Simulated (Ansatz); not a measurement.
# Cl on Ru(0001): change of the work function, part 2 of 2

Aim: the work function of Ru(0001) at several coverages of Cl (fcc site), and the dipole that each adsorbate carries.

Ansatz 0.2.0; plane-wave DFT, PBE, Ansatz PAW.

So far, work function, upper face (eV): step 2 (the clean slab) 5.05; step 3 (17 atoms, coverage 0.25 ML, cell 2x2) 4.81.

### Step 4. The covered slab, k-mesh 12×12×1, coverage 1 ML

System of this step: Cl/Ru(0001). The cell holds 5 atoms: 4 Ru and 1 Cl. Its edges and angles: a = 2.700 Å, b = 2.700 Å, c = 26.405 Å, α = 90.0°, β = 90.0°, γ = 60.0°. Vacuum lies along c.

Another coverage, to see how the dipoles act on each other as their distance changes.

Input file input.yaml:

```yaml
crystal:
  lattice:
    - [2.7, 0.0, 0.0]
    - [1.35, 2.3382685902, 0.0]
    - [0.0, 0.0, 26.4049078425]
  atoms:
    - { symbol: Ru, position: [0.6666666667, 0.6666666667, 0.3408457266] }
    - { symbol: Ru, position: [0.0, 0.0, 0.4218306713] }
    - { symbol: Ru, position: [0.6666666667, 0.6666666667, 0.5035499016] }
    - { symbol: Ru, position: [0.0, 0.0, 0.5825169829] }
    - { symbol: Cl, position: [0.3333333333, 0.3333333333, 0.6591542734] }
kpoints:
  mp_grid: { grid: [12, 12, 1] }
hamiltonian:
  xc: pbe
scf:
  occupations: { method: fermi_dirac, width: 0.1 }
  convergence: { dr2_threshold: 1.0e-08 }
efield:
  axis: 3
  dipole_correction: true
  ramp_position: 0.97
  ramp_width: 0.06
relax:
  f_tol: 0.02
  max_steps: 60
  constraints: [{ sites: [0, 1] }]
output:
  write_potential: true
  write_density: true
  volumetric_format: npy
```

Run with:

```console
ansatz run input.yaml --threads 4 --pin off --max-ram 6144MiB --backend cpu --events-out ev --progress --plain --runs-dir out
```

It took 7 s on 4 threads of AMD EPYC 9R14 (Zen 4), shared host; peak memory 0.57 GiB; 26 s of CPU time.

Step by step:

```
step  energy less that of the first step (eV)  largest force component (eV/Å)
   1                                   0.0000                          0.2330
   2                                  -0.0016                          0.0676
   3                                  -0.0023                          0.0329
   4                                  -0.0024                          0.0074
```

Forces are held to the 6 operations that the run works with; a distortion that breaks them can't arise in this run.

The atoms that moved most (Å):

```
atom     dx     dy     dz  length
 Ru4  0.000  0.000  0.025   0.025
 Ru3  0.000  0.000  0.007   0.007
 Cl5  0.000  0.000  0.007   0.007
```

Final coordinates:

```xyz
5
Lattice="2.7000 0.0000 0.0000 1.3500 2.3383 0.0000 0.0000 0.0000 26.4049" Properties=species:S:1:pos:R:3
Ru    2.7000    1.5588    9.0000
Ru    0.0000    0.0000   11.1384
Ru    2.7000    1.5588   13.3028
Ru    0.0000    0.0000   15.4059
Cl    1.3500    0.7794   17.4115
```

Numbers from this step:

```yaml
energy_at_zero_smearing: -24592.2626 eV
work_function_upper_face: 4.767 eV
work_function_lower_face: 5.086 eV
dipole_along_the_normal: 0.01114 e·Å
step_between_the_vacuum_levels: -0.3191 eV
```

Running mean over 2.138 Å of the planar mean; the ramp of the sawtooth is left out. Electron's electrostatic potential energy less the Fermi level against z:

```
z (Å)  electron's electrostatic potential energy less the Fermi level (eV)
  3.5                                                                 5.09
  4.0                                                                 5.09
  4.5                                                                 5.08
  5.0                                                                 5.08
  5.5                                                                 5.06
  6.0                                                                 5.00
  6.5                                                                 4.77
  7.0                                                                 3.95
  7.5                                                                0.764
  8.0                                                                -6.26
  8.5                                                                -12.4
  9.0                                                                -14.3
  9.5                                                                -14.5
 10.0                                                                -14.7
 10.5                                                                -14.8
 11.0                                                                -14.8
 11.5                                                                -14.8
 12.0                                                                -14.5
 12.5                                                                -14.5
 13.0                                                                -14.8
 13.5                                                                -14.9
 14.0                                                                -15.2
 14.5                                                                -15.3
 15.0                                                                -15.1
 15.5                                                                -15.1
 16.0                                                                -14.6
 16.5                                                                -12.0
 17.0                                                                -8.46
 17.5                                                                -6.48
 18.0                                                                -4.52
 18.5                                                               -0.591
 19.0                                                                 3.12
 19.5                                                                 4.48
 20.0                                                                 4.71
 20.5                                                                 4.76
 21.0                                                                 4.77
 21.5                                                                 4.77
 22.0                                                                 4.77
 22.5                                                                 4.77
 23.0                                                                 4.77
```

The relaxation took 4 steps and lowered the energy by 0.0024 eV; the largest force on the free atoms ends at 0.0074 eV/Å.

The covered face has 4.77 eV, -0.28 eV against the clean one; the bare back face has moved by +0.01 eV, a measure of how thin the slab is.

### Step 5. Work function against coverage

This step: plane-wave DFT, PBE, Ansatz PAW; work function against coverage (Ansatz 0.2.0).

The runs are now put side by side.

Numbers from this step:

* work function of the clean face: 5.046 eV
* largest change of the work function: -0.2787 eV

The work function of the covered face by coverage:

```
coverage (adsorbates/nm²)  work function of the covered face (eV)
                     0.00                                    5.05
                     3.96                                    4.81
                    15.84                                    4.77
```

The dipole per adsorbate comes from the change of the cell's dipole. Coverage, by row:

```
coverage (1/nm²)  coverage (ML)  work function (eV)  change (eV)  dipole per adsorbate, positive end outwards (debye)  mean height of the added atoms over the highest substrate atom (Å)
            3.96           0.25               4.814      -0.2318                                                0.114                                                               1.957
           15.84              1               4.767      -0.2787                                                0.049                                                               2.006
```

### Step 6. What came out

| Quantity | Value |
| --- | --- |
| work function of the clean face | 5.05 eV |
| work function at 0.25 ML | 4.81 eV |
| work function at 1 ML | 4.77 eV |
| dipole per adsorbate at 0.25 ML, positive end outwards | 0.11 D |

**Reading.** Cl lowers the work function of Ru(0001) at the lowest coverage, by 0.23 eV: the adsorbate layer has its positive end outwards. An electronegative adsorbate that lowers the work function shows that charge transfer alone doesn't fix the sign: the pushed-back electron tail of the metal and the adsorbate's own polarisation count too. At the highest coverage the adsorbates are pressed to about 2.7 Å, closer than unbonded atoms of this kind usually come, so a real layer may not reach it. The slab has 4 layers, at the tabulated experimental lattice constant, one starting site was run, and quantum-size effects of a slab this thin can reach one or two tenths of an eV.

[Logs are printed without paths, hosts, clocks, repeated set-up lines and the standing remarks that a program may print on its own settings, such as how far it seeks lower states.]

[Hosts, paths, dates, database ids (printed as entryN), source tags and the programs' standing remarks are cut or masked in the printed files.]

[Maps of the electrostatic potential energy from Ansatz leave out the sawtooth potential of an applied field or a dipole correction, so their vacuum need not be flat; planar profiles and work functions include it.]
